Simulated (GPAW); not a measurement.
# H-GaAs-Cl chair monolayer: work function by functional and basis, part 2 of 2

Aim: the work function of both faces of H-GaAs-Cl chair monolayer, and its spread over functionals and bases. Where a layer proves gapped, the work function hangs on where the smearing puts the Fermi level, and the band edges take its place.

GPAW 26.7.0; GPAW, PAW setups; layer in a repeated cell with vacuum, relaxation of atoms and in-plane cell (the session's first sound run).

So far, upper work function (eV): step 3 (the slab's potential, PBE, GPAW) 4.98; step 4 (revPBE) 4.90; step 5 (LDA) 5.14; step 6 (GPAW, PAW setups) 5.22.

## 7. Self-consistent run: xc = "RPBE"

Level of this step: GPAW, PAW setups; slab in vacuum (GPAW).

The same geometry under RPBE, to see how far the functional moves the levels against the vacuum.

Contents of run.py:

```python
import json
import numpy as np
from ase import Atoms
from gpaw import GPAW, PW

slab = Atoms(
    ['Cl', 'As', 'Ga', 'H'],
    positions=[
        [2.06317, 1.19117, 8.00000],
        [2.06317, 1.19117, 10.19261],
        [-0.00000, 2.38234, 10.96884],
        [-0.00000, 2.38234, 12.57093]],
    cell=[[4.12633, -0.0, 0.0], [-2.06317, 3.57351, 0.0], [0.0, 0.0, 20.5709]],
    pbc=[True, True, False])

slab.calc = GPAW(mode=PW(500), xc='RPBE', kpts={'size': (9, 9, 1), 'gamma': True},
                 occupations={'name': 'fermi-dirac', 'width': 0.05}, nbands='200%',
                 convergence={'density': 1e-05}, maxiter=200,
                 poissonsolver={'dipolelayer': 'xy'},
                 symmetry={'tolerance': 1e-3}, txt='slab.txt')
result = {}
energy = slab.get_potential_energy()
fermi = slab.calc.get_fermi_level()
v = slab.calc.get_electrostatic_potential().mean((0, 1)) - fermi
n = slab.calc.get_pseudo_density().mean((0, 1))
L = slab.cell[2, 2]
z = np.arange(len(v)) * L / len(v)
low, high = slab.positions[:, 2].min(), slab.positions[:, 2].max()
below, above = np.interp([low - 5.8, high + 5.8], z, v)
slopes = [np.interp(x, z, np.gradient(v, z)) for x in (low - 5.8, high + 5.8)]
eps = np.array([[slab.calc.get_eigenvalues(k, s) for k in range(len(slab.calc.get_ibz_k_points()))]
                for s in range(slab.calc.get_number_of_spins())]) - fermi
top, bottom = eps[eps < 0].max(), eps[eps > 0].min()
dipole = slab.get_dipole_moment()[2]
print(f'energy {energy:.4f} eV, Fermi level {fermi:.4f} eV, dipole {dipole:.5f} e A')
print(f'potential 5.8 A off the faces, from the Fermi level: lower {below:.4f} eV, upper {above:.4f} eV')
print(f'slope of the potential there: lower {slopes[0]:.5f}, upper {slopes[1]:.5f} eV/A')
print(f'nearest levels on the mesh: {top:.4f} and {bottom:.4f} eV')
print('magnetic moment', round(slab.get_magnetic_moment(), 3))
result.update(energy=energy, fermi=fermi, dipole=dipole, below=below, above=above, slopes=slopes, edges=[top, bottom],
              z=z.tolist(), v=v.tolist(), n=n.tolist(), positions=slab.positions.tolist(),
              forces=slab.get_forces(apply_constraint=False).tolist(), moments=slab.get_magnetic_moments().tolist())
json.dump(result, open('result.json', 'w'))
```

Launch:

```console
$ OMP_NUM_THREADS=1 OPENBLAS_NUM_THREADS=1 python run.py
```

Log:

```text
energy -12.6747 eV, Fermi level -2.9035 eV, dipole 0.04561 e A
potential 5.8 A off the faces, from the Fermi level: lower 5.4739 eV, upper 4.9109 eV
slope of the potential there: lower -0.00007, upper -0.00002 eV/A
nearest levels on the mesh: -0.6737 and 0.6330 eV
magnetic moment 0.0
```

Elapsed: 35 s, on 1 thread of Arm Neoverse V1, shared host; peak memory 0.27 GiB.

This step gave:

```
dipole along the normal                    : 0.04561 e·Å
levels nearest the Fermi level on the mesh : -0.6737, 0.6330 eV from the Fermi level
upper work function                        : 4.911 eV
lower work function                        : 5.474 eV
upper ionisation energy                    : 5.585 eV
```

Electrostatic potential energy of an electron (without an applied field's), less the Fermi level, planar mean against z:

| z (Å) | electrostatic potential energy of an electron (without an applied field's), less the Fermi level, planar mean (eV) |
| --- | --- |
| 0.0 | 5.19 |
| 0.5 | 5.47 |
| 1.0 | 5.47 |
| 1.5 | 5.47 |
| 2.0 | 5.47 |
| 2.5 | 5.47 |
| 3.0 | 5.47 |
| 3.5 | 5.47 |
| 4.0 | 5.47 |
| 4.5 | 5.47 |
| 5.0 | 5.47 |
| 5.5 | 5.47 |
| 6.0 | 5.45 |
| 6.5 | 5.33 |
| 7.0 | 4.61 |
| 7.5 | 0.573 |
| 8.0 | -8.11 |
| 8.5 | -0.203 |
| 9.0 | 2.49 |
| 9.5 | -0.944 |
| 10.0 | -9.85 |
| 10.5 | -12.0 |
| 11.0 | -9.52 |
| 11.5 | -2.38 |
| 12.0 | 2.24 |
| 12.5 | 2.69 |
| 13.0 | 4.09 |
| 13.5 | 4.73 |
| 14.0 | 4.87 |
| 14.5 | 4.90 |
| 15.0 | 4.91 |
| 15.5 | 4.91 |
| 16.0 | 4.91 |
| 16.5 | 4.91 |
| 17.0 | 4.91 |
| 17.5 | 4.91 |
| 18.0 | 4.91 |
| 18.5 | 4.91 |
| 19.0 | 4.91 |
| 19.5 | 4.91 |
| 20.0 | 4.91 |

The highest filled level lies 0.674 eV under the Fermi level, so the ionisation energy from the upper face is 4.911 + 0.674 = 5.585 eV, against 5.603 eV in the base run.

## 8. Self-consistent run: xc = "vdW-DF2"

The same geometry under vdW-DF2, to see how far the functional moves the levels against the vacuum (the van der Waals functionals take revPBE setups).

run.py, as its differences from that of step 7:

```diff
@@ -15,3 +15,3 @@
 
-slab.calc = GPAW(mode=PW(500), xc='RPBE', kpts={'size': (9, 9, 1), 'gamma': True},
+slab.calc = GPAW(mode=PW(500), xc='vdW-DF2', kpts={'size': (9, 9, 1), 'gamma': True},
                  occupations={'name': 'fermi-dirac', 'width': 0.05}, nbands='200%',
```

Log:

```text
energy -167.9530 eV, Fermi level -3.3809 eV, dipole 0.04255 e A
potential 5.8 A off the faces, from the Fermi level: lower 6.0047 eV, upper 5.4792 eV
slope of the potential there: lower -0.00007, upper -0.00001 eV/A
nearest levels on the mesh: -0.5509 and 0.5102 eV
magnetic moment 0.0
```

It took 62 s on 1 thread; peak memory 0.58 GiB.

Numbers from this step:

| Property | Result |
| --- | --- |
| dipole along the normal | 0.04255 e·Å |
| levels nearest the Fermi level on the mesh | -0.5509, 0.5102 eV from the Fermi level |
| upper work function | 5.479 eV |
| lower work function | 6.005 eV |
| upper ionisation energy | 6.030 eV |

Table of electrostatic potential energy of an electron (without an applied field's), less the Fermi level, planar mean by z:

| z (Å) | electrostatic potential energy of an electron (without an applied field's), less the Fermi level, planar mean (eV) |
| --- | --- |
| 0.0 | 5.74 |
| 0.5 | 6.00 |
| 1.0 | 6.00 |
| 1.5 | 6.00 |
| 2.0 | 6.00 |
| 2.5 | 6.00 |
| 3.0 | 6.00 |
| 3.5 | 6.00 |
| 4.0 | 6.00 |
| 4.5 | 6.00 |
| 5.0 | 6.00 |
| 5.5 | 6.00 |
| 6.0 | 5.98 |
| 6.5 | 5.85 |
| 7.0 | 5.09 |
| 7.5 | 1.02 |
| 8.0 | -7.69 |
| 8.5 | 0.134 |
| 9.0 | 2.70 |
| 9.5 | -0.765 |
| 10.0 | -9.63 |
| 10.5 | -11.7 |
| 11.0 | -9.32 |
| 11.5 | -2.17 |
| 12.0 | 2.53 |
| 12.5 | 3.13 |
| 13.0 | 4.61 |
| 13.5 | 5.28 |
| 14.0 | 5.43 |
| 14.5 | 5.47 |
| 15.0 | 5.48 |
| 15.5 | 5.48 |
| 16.0 | 5.48 |
| 16.5 | 5.48 |
| 17.0 | 5.48 |
| 17.5 | 5.48 |
| 18.0 | 5.48 |
| 18.5 | 5.48 |
| 19.0 | 5.48 |
| 19.5 | 5.48 |
| 20.0 | 5.48 |

The highest filled level lies 0.551 eV under the Fermi level, so the ionisation energy from the upper face is 5.479 + 0.551 = 6.030 eV, against 5.603 eV in the base run.

## 9. Real-space grid: mode = "fd"

A real-space grid is a second complete basis, so it checks the plane-wave result.

run.py, as its differences from that of step 8:

```diff
@@ -3,3 +3,3 @@
 from ase import Atoms
-from gpaw import GPAW, PW
+from gpaw import GPAW
 
@@ -15,3 +15,3 @@
 
-slab.calc = GPAW(mode=PW(500), xc='vdW-DF2', kpts={'size': (9, 9, 1), 'gamma': True},
+slab.calc = GPAW(mode='fd', h=0.18, xc='PBE', kpts={'size': (9, 9, 1), 'gamma': True},
                  occupations={'name': 'fermi-dirac', 'width': 0.05}, nbands='200%',
```

Log:

```text
energy -13.4256 eV, Fermi level -5.2818 eV, dipole 0.04843 e A
potential 5.8 A off the faces, from the Fermi level: lower 5.5789 eV, upper 4.9847 eV
slope of the potential there: lower -0.00000, upper -0.00000 eV/A
nearest levels on the mesh: -0.6212 and 0.5808 eV
magnetic moment 0.0
```

Run time: 69 s. Hardware: 1 thread; peak memory 0.42 GiB.

This step gave:

* dipole along the normal: 0.04843 e·Å
* levels nearest the Fermi level on the mesh: -0.6212, 0.5808 eV from the Fermi level
* upper work function: 4.985 eV
* lower work function: 5.579 eV
* upper ionisation energy: 5.606 eV

Table of electrostatic potential energy of an electron (without an applied field's), less the Fermi level, planar mean by z:

z (Å), electrostatic potential energy of an electron (without an applied field's), less the Fermi level, planar mean (eV) and a bar from the least value:
```
      0.0        5.3 #############################
      0.5        5.6 ##############################
      1.0        5.6 ##############################
      1.5        5.6 ##############################
      2.0        5.6 ##############################
      2.5        5.6 ##############################
      3.0        5.6 ##############################
      3.5        5.6 ##############################
      4.0        5.6 ##############################
      4.5        5.6 ##############################
      5.0        5.6 ##############################
      5.5        5.6 ##############################
      6.0        5.6 ##############################
      6.5        5.4 ##############################
      7.0        4.7 #############################
      7.5        0.7 ######################
      8.0       -7.9 #######
      8.5        0.0 ####################
      9.0        2.7 #########################
      9.5       -0.8 ###################
     10.0       -9.7 ####
     10.5      -11.8 
     11.0       -9.4 ####
     11.5       -2.2 #################
     12.0        2.4 ########################
     12.5        2.8 #########################
     13.0        4.2 ############################
     13.5        4.8 #############################
     14.0        4.9 #############################
     14.5        5.0 #############################
     15.0        5.0 #############################
     15.5        5.0 #############################
     16.0        5.0 #############################
     16.5        5.0 #############################
     17.0        5.0 #############################
     17.5        5.0 #############################
     18.0        5.0 #############################
     18.5        5.0 #############################
     19.0        5.0 #############################
     19.5        5.0 #############################
     20.0        5.0 #############################
```

The highest filled level lies 0.621 eV under the Fermi level, so the ionisation energy from the upper face is 4.985 + 0.621 = 5.606 eV, against 5.603 eV in the base run.

## 10. Atomic orbitals: mode = "lcao"

Atom-centred orbitals end a few angstrom from the surface, which tests how much the density's tail matters.

run.py, as its differences from that of step 9:

```diff
@@ -15,4 +15,4 @@
 
-slab.calc = GPAW(mode='fd', h=0.18, xc='PBE', kpts={'size': (9, 9, 1), 'gamma': True},
-                 occupations={'name': 'fermi-dirac', 'width': 0.05}, nbands='200%',
+slab.calc = GPAW(mode='lcao', basis='dzp', h=0.18, xc='PBE', kpts={'size': (9, 9, 1), 'gamma': True},
+                 occupations={'name': 'fermi-dirac', 'width': 0.05}, nbands='120%',
                  convergence={'density': 1e-05}, maxiter=200,
```

Log:

```text
energy -12.7043 eV, Fermi level -5.0687 eV, dipole 0.03233 e A
potential 5.8 A off the faces, from the Fermi level: lower 5.2671 eV, upper 4.8704 eV
slope of the potential there: lower -0.00000, upper -0.00000 eV/A
nearest levels on the mesh: -0.6121 and 0.5712 eV
magnetic moment 0.0
```

It took 29 s on 1 thread; peak memory 0.28 GiB.

This step gave:

```yaml
dipole_along_the_normal: 0.03233 e·Å
levels_nearest_the_fermi_level_on_the_mesh: -0.6121, 0.5712 eV from the Fermi level
upper_work_function: 4.870 eV
lower_work_function: 5.267 eV
upper_ionisation_energy: 5.482 eV
```

The highest filled level lies 0.612 eV under the Fermi level, so the ionisation energy from the upper face is 4.870 + 0.612 = 5.482 eV, against 5.603 eV in the base run.

## 11. The ladder

Times are for 1 thread of Arm Neoverse V1, shared host. The series side by side:

| no. | run | upper ionisation energy (eV) | time | memory (GiB) |
| --- | --- | --- | --- | --- |
| 1 | pw | 5.603 | 34 s | 0.27 |
| 2 | revPBE | 5.566 | 34 s | 0.27 |
| 3 | LDA | 5.672 | 34 s | 0.25 |
| 4 | optPBE vdW | 5.842 | 58 s | 0.58 |
| 5 | RPBE | 5.585 | 35 s | 0.27 |
| 6 | vdW DF2 | 6.030 | 62 s | 0.58 |
| 7 | fd | 5.606 | 69 s | 0.42 |
| 8 | lcao | 5.482 | 29 s | 0.28 |

## 12. Side by side

Results and costs are gathered.

This step: comparison of work functions, dipole and cost (GPAW 26.7.0).

Ladder, by row:

| step | code | work function, upper (eV) | work function, lower (eV) | dipole (e Å) | wall time (s) | peak memory (GiB) | threads |
| --- | --- | --- | --- | --- | --- | --- | --- |
| pw | GPAW | 4.982 | 5.581 | 0.04854 | 33.89 | 0.27 | 1 |
| revPBE | GPAW | 4.903 | 5.47 | 0.04595 | 34.06 | 0.27 | 1 |
| LDA | GPAW | 5.143 | 5.856 | 0.05779 | 33.8 | 0.25 | 1 |
| optPBE-vdW | GPAW | 5.221 | 5.78 | 0.04527 | 57.75 | 0.58 | 1 |
| RPBE | GPAW | 4.911 | 5.474 | 0.04561 | 34.62 | 0.27 | 1 |
| vdW-DF2 | GPAW | 5.479 | 6.005 | 0.04255 | 61.57 | 0.58 | 1 |
| fd | GPAW | 4.985 | 5.579 | 0.04843 | 69.03 | 0.42 | 1 |
| lcao | GPAW | 4.87 | 5.267 | 0.03233 | 28.85 | 0.28 | 1 |

## 13. Results

```yaml
work_function_upper_and_lower_face_fermi_level_placed_in_the_gap_by_the_smearing: 4.982 and 5.581 eV
ionisation_energy_from_the_upper_face_highest_filled_level_on_the_mesh: 5.60 eV
electron_affinity_from_the_upper_face_lowest_empty_kohn_sham_level_on_the_mesh: 4.40 eV
dipole_along_the_normal: 0.0485 e Å
```

With plane waves and PBE the ionisation energy from the upper face is 5.60 eV and the Kohn-Sham electron affinity 4.40 eV. The two faces differ by 0.60 eV, the step that the slab's dipole makes (e p/(ε0 A) gives 0.60 eV), so the dipole layer is needed. The levels nearest the Fermi level on the mesh lie 1.20 eV apart, so the slab is gapped there: the smearing puts the Fermi level inside the gap, and from either face the ionisation energy is the work function plus 0.62 eV. Both are Kohn-Sham levels on the mesh, and semilocal gaps are too small, so the affinity tends to come out too large and the ionisation energy too small. Work functions of a gapped slab move with the place of the Fermi level in the gap; over the runs without a planted fault the highest filled level on the mesh lies 5.48 (lcao) to 6.03 eV (vdW-DF2) under the upper vacuum level. The starting lattice was a guess from atomic radii; the relaxation moved it by 4 %. The relaxation of atoms and cell ran in a fully periodic cell without the dipole layer, so the atoms of this polar layer felt a small spurious field. The layer's cell and atoms come from the relaxation; spin-orbit coupling and temperature are left out.

[Logs are printed without paths, hosts, clocks, repeated set-up lines and the standing remarks that a program may print on its own settings, such as how far it seeks lower states.]

[Hosts, paths, dates, database ids (printed as entryN), source tags and the programs' standing remarks are cut or masked in the printed files.]
